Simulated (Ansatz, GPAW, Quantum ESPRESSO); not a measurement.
# Photoemission of the MXene Zr3C2 with O ends, part 3 of 8

Wanted: the XPS lines and the band structure of the MXene Zr3C2 with O ends.

Ansatz 0.2.0, Quantum ESPRESSO 7.5 and GPAW 26.7.0; DFT, LDA, plane-wave PAW, default files, scalar-relativistic (the session's first sound run).

So far, work function, upper face (eV): step 2 (relaxation) 5.42.

## 3. Layer-resolved bands, DOS and potential (continued)

Sums over each group's atoms; left-over states aren't shared out by site. Site centres, by row:

| group | element | shell | occupied states | centre of occupied part (eV) | centre up to the window's top (eV) |
| --- | --- | --- | --- | --- | --- |
| layer 1 | O | 2s | 1.717 | -17.77 | -17.64 |
| layer 1 | O | 2p | 4.848 | -4.655 | -4.259 |
| layer 2 | Zr | 5s | 0.4418 | -10.74 | -9.957 |
| layer 2 | Zr | 4p | 5.677 | -26.84 | -26.84 |
| layer 2 | Zr | 4d | 2.545 | -5.646 | -2.1 |
| layer 3 | C | 2s | 1.314 | -9.313 | -9.049 |
| layer 3 | C | 2p | 3.398 | -3.212 | -2.601 |
| inner group | Zr | 5s | 0.4838 | -8.614 | -8.28 |
| inner group | Zr | 4p | 5.763 | -25.93 | -25.93 |
| inner group | Zr | 4d | 2.846 | -3.942 | -2.103 |
| inner group | C | 2s | 1.314 | -9.313 | -9.049 |
| inner group | C | 2p | 3.398 | -3.212 | -2.601 |
| other layers | Zr | 5s | 0.4418 | -10.74 | -9.957 |
| other layers | Zr | 4p | 5.677 | -26.84 | -26.84 |
| other layers | Zr | 4d | 2.545 | -5.646 | -2.1 |
| other layers | O | 2s | 1.717 | -17.77 | -17.64 |
| other layers | O | 2p | 4.848 | -4.655 | -4.259 |

The spectra weight each projected shell by its atomic cross section (Dirac–Hartree–Slater) and angular factor, for unpolarised light with the analyser at 60° from the beam. Broadening, on top of any smearing of the DOS itself: a Gaussian of 0.35 eV and a Lorentzian of 0.1 eV plus 0 times the binding energy (full widths), Fermi edge at 77 K. Each atom is damped by exp[−depth/(λ cos θ)], θ = 60° from the normal, λ from the universal curve. Curves are cut 10 eV under the photon energy, above any shell that the free atom's threshold puts out of reach, or at the lower edge of the window: 11.2 eV at 21.2 eV, 29.4 eV at 150 eV, 29.4 eV at 1486.7 eV, 29.4 eV at 2984.3 eV and 29.4 eV at 5414.7 eV. A star in tables and legends marks shells that hold the states left over by the projection (0.4 % of the filled ones), a stand-in for orbitals that the files don't project on. Dipole terms alone, which is rough above 3 keV; no background, satellites or final-state effects.

Share of each shell in the spectrum's area (%), by photon energy:

| shell | 21.2 eV | 150 eV | 1486.7 eV | 2984.3 eV | 5414.7 eV |
| --- | --- | --- | --- | --- | --- |
| O 2s | 0.0 | 19.7 | 6.8 | 5.2 | 4.4 |
| O 2p | 33.6 | 35.8 | 1.2 | 0.5 | 0.2 |
| Zr 4p | 0.0 | 25.1 | 80.7 | 87.4 | 90.3 |
| Zr 4d | 45.1 | 9.7 | 8.7 | 4.7 | 2.7 |
| C 2s | 1.7 | 5.5 | 1.7 | 1.2 | 0.9 |
| C 2p | 19.5 | 3.8 | 0.1 | 0.0 | 0.0 |

Regions along c: top from 12.4 to 18.5 Å, middle from 9.3 to 12.4 Å. The top region's edge passes close to a layer, so the weights are only a guide.

States with weight above 0.08 nearest the zero at K of the zone, within the window kept, -5.9 to 3.6 eV (levels that the program groups as degenerate share a row):

| E (eV) | weight, total | weight, top | weight, middle |
| --- | --- | --- | --- |
| -4.51 | 1.00 | 0.38 | 0.24 |
| -4.35 | 2.00 | 0.86 | 0.27 |
| -4.10 | 1.00 | 0.47 | 0.06 |
| -2.98 | 1.00 | 0.34 | 0.31 |
| -2.83 | 2.00 | 0.36 | 1.27 |
| -2.34 | 2.00 | 0.51 | 0.98 |
| -2.02 | 1.00 | 0.30 | 0.39 |
| 2.40 | 2.00 | 0.74 | 0.51 |
| 3.00 | 2.00 | 0.91 | 0.17 |
| 3.50 | 1.00 | 0.13 | 0.74 |

States with weight above 0.08 nearest the zero at Γ of the zone, within the window kept, -5.9 to 3.6 eV (levels that the program groups as degenerate share a row):

| E (eV) | weight, total | weight, top | weight, middle |
| --- | --- | --- | --- |
| -5.15 | 2.00 | 0.98 | 0.04 |
| -4.90 | 1.00 | 0.45 | 0.10 |
| -3.09 | 1.00 | 0.31 | 0.39 |
| -1.85 | 2.00 | 0.23 | 1.53 |
| -0.51 | 1.00 | 0.30 | 0.40 |
| 0.31 | 2.00 | 0.47 | 1.06 |
| 1.54 | 2.00 | 0.56 | 0.88 |
| 1.67 | 1.00 | 0.28 | 0.45 |
| 2.35 | 2.00 | 0.95 | 0.10 |
| 3.19 | 1.00 | 0.33 | 0.33 |

States with weight above 0.08 nearest the zero at M of the zone, within the window kept, -5.9 to 3.6 eV (levels that the program groups as degenerate share a row):

| E (eV) | weight, total | weight, top | weight, middle |
| --- | --- | --- | --- |
| -3.77 | 1.00 | 0.45 | 0.10 |
| -3.76 | 1.00 | 0.50 | 0.01 |
| -2.86 | 1.00 | 0.23 | 0.55 |
| -2.54 | 1.00 | 0.20 | 0.59 |
| -2.12 | 1.00 | 0.17 | 0.66 |
| -0.83 | 1.00 | 0.27 | 0.45 |
| -0.60 | 1.00 | 0.23 | 0.54 |
| -0.01 | 1.00 | 0.30 | 0.40 |
| 1.92 | 1.00 | 0.41 | 0.18 |
| 3.46 | 1.00 | 0.35 | 0.30 |

The largest force component on a free atom is 0.001 eV/Å, so the atoms are at rest for these settings too. At the Fermi level the DOS is 0.69 states/eV a cell, and on the broadened curves Zr 4d holds 51 % of the total there.

## 4. Quantum ESPRESSO: self-consistent run

This step: DFT, LDA, plane waves, ultrasoft GBRV pseudopotentials, scalar-relativistic (Quantum ESPRESSO 7.5).

The main run's cell is run in Quantum ESPRESSO, with other potentials, to see which digits hang on the program.

The input, scf.in:

```
&control
  calculation = 'scf'
  prefix = 'pes'
  outdir = './tmp'
  pseudo_dir = './pp'
  tprnfor = .true.
/
&system
  ibrav = 0
  nat = 7
  ntyp = 3
  ecutwfc = 40.0
  ecutrho = 200.0
  occupations = 'smearing'
  nbnd = 36
  smearing = 'fd'
  degauss = 0.00367
/
&electrons
  conv_thr = 4.2e-08
  mixing_beta = 0.3
  electron_maxstep = 120
  mixing_mode = 'local-TF'
/
ATOMIC_SPECIES
O 15.9990 o_lda_v1.2.uspp.F.UPF
Zr 91.2240 zr_lda_v1.uspp.F.UPF
C 12.0110 c_lda_v1.2.uspp.F.UPF
CELL_PARAMETERS angstrom
 3.264225800 0.000000000 -0.000000000
 -1.632112900 2.826902467 0.000000000
 -0.000000000 -0.000000000 21.700000000
ATOMIC_POSITIONS crystal
O 0.666666667 0.333333333 0.667495880
Zr 0.333333333 0.666666667 0.625991492
C 0.000000000 -0.000000000 0.562021064
Zr 0.666666667 0.333333333 0.500000000
C 0.333333333 0.666666667 0.437978936
Zr 0.000000000 -0.000000000 0.374008508
O 0.666666667 0.333333333 0.332504120
K_POINTS automatic
12 12 1 0 0 0
```

Started as:

```bash
$ OMP_NUM_THREADS=1 mpirun -n 8 pw.x -nk 8 -in scf.in > scf.out
```

Numbers of over 12 decimals in the logs are rounded to 6 here.

The program printed:

```text
Program PWSCF v.7.5 starts

     This program is part of the open-source Quantum ESPRESSO suite
     for quantum simulation of materials; please cite
         "P. Giannozzi et al., J. Phys.:Condens. Matter 21 395502 (2009);
         "P. Giannozzi et al., J. Phys.:Condens. Matter 29 465901 (2017);
         "P. Giannozzi et al., J. Chem. Phys. 152 154105 (2020);
          URL
     in publications or presentations arising from this work. More details at

     Parallel version (MPI & OpenMP), running on       8 processor cores
     Number of MPI processes:                 8
     Threads/MPI process:                     1

     MPI processes distributed on     1 nodes
     16415 MiB available memory on the printing compute node when the environment starts

     Current dimensions of program PWSCF are:
     Max number of different atomic species (ntypx) = 10
     Max number of k-points (npk) =  40000
     Max angular momentum in pseudopotentials (lmaxx) =  4
     Message from routine setup:
     using ibrav=0 with symmetry is DISCOURAGED, use correct ibrav instead

     K-points division:     npool     =       8
     Subspace diagonalization in iterative solution of the eigenvalue problem:
     a serial algorithm will be used

     G-vector sticks info
     --------------------
     sticks:   dense  smooth     PW     G-vecs:    dense   smooth      PW
     Sum         517     421    121                64469    46353    7771

     Using Slab Decomposition

     bravais-lattice index     =            0
     lattice parameter (alat)  =       6.1685  a.u.
     unit-cell volume          =    1351.2862 (a.u.)^3
     number of atoms/cell      =            7
     number of atomic types    =            3
     number of electrons       =        56.00
     number of Kohn-Sham states=           36
     kinetic-energy cutoff     =      40.0000  Ry
     charge density cutoff     =     200.0000  Ry
     scf convergence threshold =      4.2E-08
     mixing beta               =       0.3000
     number of iterations used =            8  local-TF  mixing
     Exchange-correlation= SLA  PZ   NOGX NOGC
                           (   1   1   0   0   0   0   0)

     celldm(1)=   6.168493  celldm(2)=   0.000000  celldm(3)=   0.000000
     celldm(4)=   0.000000  celldm(5)=   0.000000  celldm(6)=   0.000000

     crystal axes: (cart. coord. in units of alat)
               a(1) = (   1.000000   0.000000  -0.000000 )
               a(2) = (  -0.500000   0.866025   0.000000 )
               a(3) = (  -0.000000  -0.000000   6.647824 )

     reciprocal axes: (cart. coord. in units 2 pi/alat)
               b(1) = (  1.000000  0.577350  0.000000 )
               b(2) = (  0.000000  1.154701  0.000000 )
               b(3) = (  0.000000  0.000000  0.150425 )

     PseudoPot. # 1 for O  read from file:
     ./pp/o_lda_v1.2.uspp.F.UPF
     Pseudo is Ultrasoft + core correction, Zval =  6.0
     Generated by new atomic code, or converted to UPF format
     Using radial grid of  737 points,  5 beta functions with:
                l(1) =   0
                l(2) =   0
                l(3) =   1
                l(4) =   1
                l(5) =   2
     Q(r) pseudized with  8 coefficients,  rinner =    0.900   0.900   0.900
                                                       0.900   0.900

     PseudoPot. # 2 for Zr read from file:
     ./pp/zr_lda_v1.uspp.F.UPF
     Pseudo is Ultrasoft + core correction, Zval = 12.0
     Generated by new atomic code, or converted to UPF format
     Using radial grid of  887 points,  6 beta functions with:
                l(1) =   0
                l(2) =   0
                l(3) =   1
                l(4) =   1
                l(5) =   2
                l(6) =   2
     Q(r) pseudized with  6 coefficients,  rinner =    1.200   1.200   1.200
                                                       1.200   1.200

     PseudoPot. # 3 for C  read from file:
     ./pp/c_lda_v1.2.uspp.F.UPF
     Pseudo is Ultrasoft + core correction, Zval =  4.0
     Generated by new atomic code, or converted to UPF format
     Using radial grid of  721 points,  4 beta functions with:
                l(1) =   0
                l(2) =   0
                l(3) =   1
                l(4) =   1
     Q(r) pseudized with  8 coefficients,  rinner =    1.100   1.100   1.100

     atomic species   valence    mass     pseudopotential
     O                 6.00    15.99900     O ( 1.00)
     Zr               12.00    91.22400     Zr( 1.00)
     C                 4.00    12.01100     C ( 1.00)

     12 Sym. Ops., with inversion, found ( 6 have fractional translation)

   Cartesian axes

     site n.     atom                  positions (alat units)
         1        O      tau(   1) = (   0.5000000   0.2886751   4.4373954  )
         2        Zr     tau(   2) = (  -0.0000000   0.5773503   4.1614815  )
         3        C      tau(   3) = (   0.0000000   0.0000000   3.7362174  )
         4        Zr     tau(   4) = (   0.5000000   0.2886751   3.3239122  )
         5        C      tau(   5) = (  -0.0000000   0.5773503   2.9116071  )
         6        Zr     tau(   6) = (   0.0000000   0.0000000   2.4863429  )
         7        O      tau(   7) = (   0.5000000   0.2886751   2.2104290  )

     number of k points=    19  Fermi-Dirac smearing, width (Ry)=  0.0037
                       cart. coord. in units 2pi/alat
        k(    1) = (   0.0000000   0.0000000   0.0000000), wk =   0.0138889
        k(    2) = (   0.0000000   0.0962250   0.0000000), wk =   0.0833333
        k(    3) = (   0.0000000   0.1924501   0.0000000), wk =   0.0833333
        k(    4) = (   0.0000000   0.2886751   0.0000000), wk =   0.0833333
        k(    5) = (   0.0000000   0.3849002   0.0000000), wk =   0.0833333
        k(    6) = (   0.0000000   0.4811252   0.0000000), wk =   0.0833333
        k(    7) = (   0.0000000  -0.5773503   0.0000000), wk =   0.0416667
        k(    8) = (   0.0833333   0.1443376   0.0000000), wk =   0.0833333
        k(    9) = (   0.0833333   0.2405626   0.0000000), wk =   0.1666667
        k(   10) = (   0.0833333   0.3367877   0.0000000), wk =   0.1666667
        k(   11) = (   0.0833333   0.4330127   0.0000000), wk =   0.1666667
        k(   12) = (   0.0833333   0.5292377   0.0000000), wk =   0.1666667
        k(   13) = (   0.1666667   0.2886751   0.0000000), wk =   0.0833333
        k(   14) = (   0.1666667   0.3849002   0.0000000), wk =   0.1666667
        k(   15) = (   0.1666667   0.4811252   0.0000000), wk =   0.1666667
        k(   16) = (   0.1666667   0.5773503   0.0000000), wk =   0.0833333
[...]
estimated scf accuracy    <       0.00004188 Ry

     iteration # 14     ecut=    40.00 Ry     beta= 0.30
     Davidson diagonalization with overlap
     ethr =  7.48E-08,  avg # of iterations =  4.7

     negative rho (up, down):  1.901E-01 0.000E+00

     total cpu time spent up to now is       19.6 secs

     total energy              =    -386.18894431 Ry
     estimated scf accuracy    <       0.00010330 Ry

     iteration # 15     ecut=    40.00 Ry     beta= 0.30
     Davidson diagonalization with overlap
     ethr =  7.48E-08,  avg # of iterations =  3.2

     negative rho (up, down):  1.901E-01 0.000E+00

     total cpu time spent up to now is       21.1 secs

     total energy              =    -386.18896776 Ry
     estimated scf accuracy    <       0.00000338 Ry

     iteration # 16     ecut=    40.00 Ry     beta= 0.30
     Davidson diagonalization with overlap
     ethr =  6.03E-09,  avg # of iterations =  2.1

     negative rho (up, down):  1.902E-01 0.000E+00

     total cpu time spent up to now is       22.4 secs

     total energy              =    -386.18896829 Ry
     estimated scf accuracy    <       0.00000041 Ry

     iteration # 17     ecut=    40.00 Ry     beta= 0.30
     Davidson diagonalization with overlap
     ethr =  7.41E-10,  avg # of iterations =  4.0

     negative rho (up, down):  1.902E-01 0.000E+00

     total cpu time spent up to now is       23.9 secs

     total energy              =    -386.18896841 Ry
     estimated scf accuracy    <       0.00000069 Ry

     iteration # 18     ecut=    40.00 Ry     beta= 0.30
     Davidson diagonalization with overlap
     ethr =  7.41E-10,  avg # of iterations =  2.0

     negative rho (up, down):  1.902E-01 0.000E+00

     total cpu time spent up to now is       25.2 secs

     total energy              =    -386.18896839 Ry
     estimated scf accuracy    <       0.00000011 Ry

     iteration # 19     ecut=    40.00 Ry     beta= 0.30
     Davidson diagonalization with overlap
     ethr =  2.01E-10,  avg # of iterations =  3.5

     negative rho (up, down):  1.902E-01 0.000E+00

     total cpu time spent up to now is       26.4 secs

     End of self-consistent calculation

          k = 0.0000 0.0000 0.0000 (  5807 PWs)   bands (ev):

   -45.7206 -45.7191 -44.8719 -24.1323 -24.0414 -23.5378 -23.5378 -23.5371
   -23.5371 -23.0772 -22.6911 -22.6911 -15.2142 -15.2040  -7.6022  -6.0023
    -2.6345  -2.3037  -2.3037  -2.2639  -2.2639  -2.0151  -0.1996   1.0448
     1.0448   2.3786   3.2031   3.2031   4.4345   4.4345   4.5599   5.2464
     5.2464   6.0861   6.6087   6.6087

          k = 0.0000 0.0962 0.0000 (  5787 PWs)   bands (ev):

   -45.7140 -45.7127 -44.8662 -24.1142 -24.0326 -23.6208 -23.6100 -23.5513
   -23.5502 -23.0632 -22.7445 -22.7025 -15.1656 -15.1573  -7.5172  -6.0697
    -2.5977  -2.2838  -2.2532  -2.2359  -2.1994  -1.9357  -0.0272   0.7640
     1.0543   2.4551   2.4914   2.8185   4.2273   4.7988   4.9457   5.3937
     5.4236   5.9719   6.7080   6.7528

          k = 0.0000 0.1925 0.0000 (  5755 PWs)   bands (ev):

   -45.6961 -45.6949 -44.8508 -24.0697 -24.0238 -23.8257 -23.7858 -23.5879
   -23.5860 -23.0370 -22.8863 -22.7334 -15.0489 -15.0447  -7.2789  -6.2132
    -2.5585  -2.2390  -2.0595  -2.0535  -2.0319  -1.7987   0.2230   0.4291
     1.0455   1.3929   2.2511   2.3146   3.7794   5.1425   5.1913   5.7227
     6.0154   6.3754   6.9137   6.9398

          k = 0.0000 0.2887 0.0000 (  5763 PWs)   bands (ev):

   -45.6714 -45.6705 -44.8296 -24.1418 -24.1363 -23.9490 -23.8851 -23.6374
   -23.6344 -23.0734 -23.0103 -22.7752 -14.9253 -14.9240  -6.9447  -6.3092
    -2.5254  -2.2983  -1.8467  -1.8286  -1.6439  -1.5938  -0.1658   0.2685
     0.9140   0.9599   1.8380   2.0721   3.3865   5.0779   5.6077   6.2696
     6.5151   6.7213   7.0180   7.3941

          k = 0.0000 0.3849 0.0000 (  5775 PWs)   bands (ev):

[...]
6.6656   6.8258   7.0746   7.7578

          k = 0.0000 0.4811 0.0000 (  5786 PWs)   bands (ev):

[...]
6.9615   7.0343   7.1714   8.2296

          k = 0.0000-0.5774 0.0000 (  5796 PWs)   bands (ev):

[...]
6.9629   7.2342   7.3736   8.2793

          k = 0.0833 0.1443 0.0000 (  5757 PWs)   bands (ev):

[...]
5.8315   6.2616   6.7455   6.8947

          k = 0.0833 0.2406 0.0000 (  5749 PWs)   bands (ev):

[...]
6.3294   6.6613   6.9813   7.0742

          k = 0.0833 0.3368 0.0000 (  5773 PWs)   bands (ev):

[...]
6.6665   6.8550   7.1061   7.4136

          k = 0.0833 0.4330 0.0000 (  5772 PWs)   bands (ev):

[...]
6.7336   7.0750   7.2629   7.8483

          k = 0.0833 0.5292 0.0000 (  5792 PWs)   bands (ev):

[...]
6.7412   7.2348   7.4350   8.1590

          k = 0.1667 0.2887 0.0000 (  5782 PWs)   bands (ev):

[...]
6.4660   6.9853   7.1323   7.3118

          k = 0.1667 0.3849 0.0000 (  5781 PWs)   bands (ev):

[...]
6.6695   6.9147   7.3964   7.6319

          k = 0.1667 0.4811 0.0000 (  5785 PWs)   bands (ev):

[...]
6.5438   7.1294   7.5420   7.8765

          k = 0.1667 0.5774 0.0000 (  5772 PWs)   bands (ev):

[...]
6.5245   7.3500   7.5227   8.0435

          k = 0.2500 0.4330 0.0000 (  5764 PWs)   bands (ev):

[...]
6.6697   7.0042   7.6234   7.6901

          k = 0.2500 0.5292 0.0000 (  5772 PWs)   bands (ev):

   -45.6124 -45.6123 -44.7790 -24.4604 -24.4443 -24.0198 -24.0176 -23.8073
   -23.7839 -23.2791 -23.0829 -22.9737 -14.6929 -14.6923  -6.3189  -5.9841
    -2.1908  -2.1426  -1.7869  -1.5201  -1.2163  -1.1176  -0.2869   0.0444
     0.3118   0.4664   0.6777   1.0926   4.8315   5.3410   5.8870   6.1522
     6.5327   7.3375   7.6006   7.8046

          k = 0.3333 0.5774 0.0000 (  5802 PWs)   bands (ev):

   -45.6090 -45.6090 -44.7761 -24.4259 -24.4091 -24.0964 -24.0964 -23.7871
   -23.7871 -23.1972 -23.1972 -22.9730 -14.6736 -14.6731  -6.1367  -6.1367
    -2.0114  -2.0114  -1.6187  -1.4658  -1.4658  -1.2115  -0.0859   0.0615
     0.0615   0.5485   0.5485   0.8698   5.2965   5.2965   5.8980   5.8980
     6.3934   7.6024   7.6199   7.6199

     the Fermi energy is     2.8920 ev

!    total energy              =    -386.18896842 Ry
     estimated scf accuracy    <       0.00000002 Ry
     smearing contrib. (-TS)   =      -0.00044600 Ry
     internal energy E=F+TS    =    -386.18852243 Ry

     The total energy is F=E-TS. E is the sum of the following terms:
     one-electron contribution =   -2926.01440181 Ry
     hartree contribution      =    1472.05051953 Ry
     xc contribution           =     -74.97516370 Ry
     ewald contribution        =    1142.75052355 Ry

     convergence has been achieved in  19 iterations

     negative rho (up, down):  1.902E-01 0.000E+00

     Forces acting on atoms (cartesian axes, Ry/au):

     atom    1 type  1   force =     0.00000000    0.00000000    0.00127052
     atom    2 type  2   force =    -0.00000000   -0.00000000   -0.00100588
     atom    3 type  3   force =     0.00000000    0.00000000   -0.00004952
     atom    4 type  2   force =     0.00000000    0.00000000    0.00000000
     atom    5 type  3   force =    -0.00000000   -0.00000000    0.00004952
     atom    6 type  2   force =     0.00000000    0.00000000    0.00100588
     atom    7 type  1   force =     0.00000000    0.00000000   -0.00127052

     Total force =     0.002293     Total SCF correction =     0.000106

     XML data file, charge density, pseudopotentials, collected wavefunctions

     Called by init_run:

     Called by electrons:

     Called by c_bands:

     Called by *egterg:

     Called by h_psi:
                                        0.00s GPU  (     239 calls)

     General routines

     Parallel routines

=------------------------------------------------------------------------------=
   JOB DONE.
=------------------------------------------------------------------------------=
```

It took 27 s on 8 MPI ranks of Arm Neoverse V2, shared host; 3.6 min of CPU time.

This step gave:

- free energy: -5254.3686 eV
- Fermi energy: 2.892 eV

[end of part 3 of 8]

[Logs are printed without paths, hosts, clocks, repeated set-up lines and the standing remarks that a program may print on its own settings, such as how far it seeks lower states.]

[Hosts, paths, dates, database ids (printed as entryN), source tags and the programs' standing remarks are cut or masked in the printed files.]

[Maps of the electrostatic potential energy from Ansatz leave out the sawtooth potential of an applied field or a dipole correction, so their vacuum need not be flat; work functions include it.]
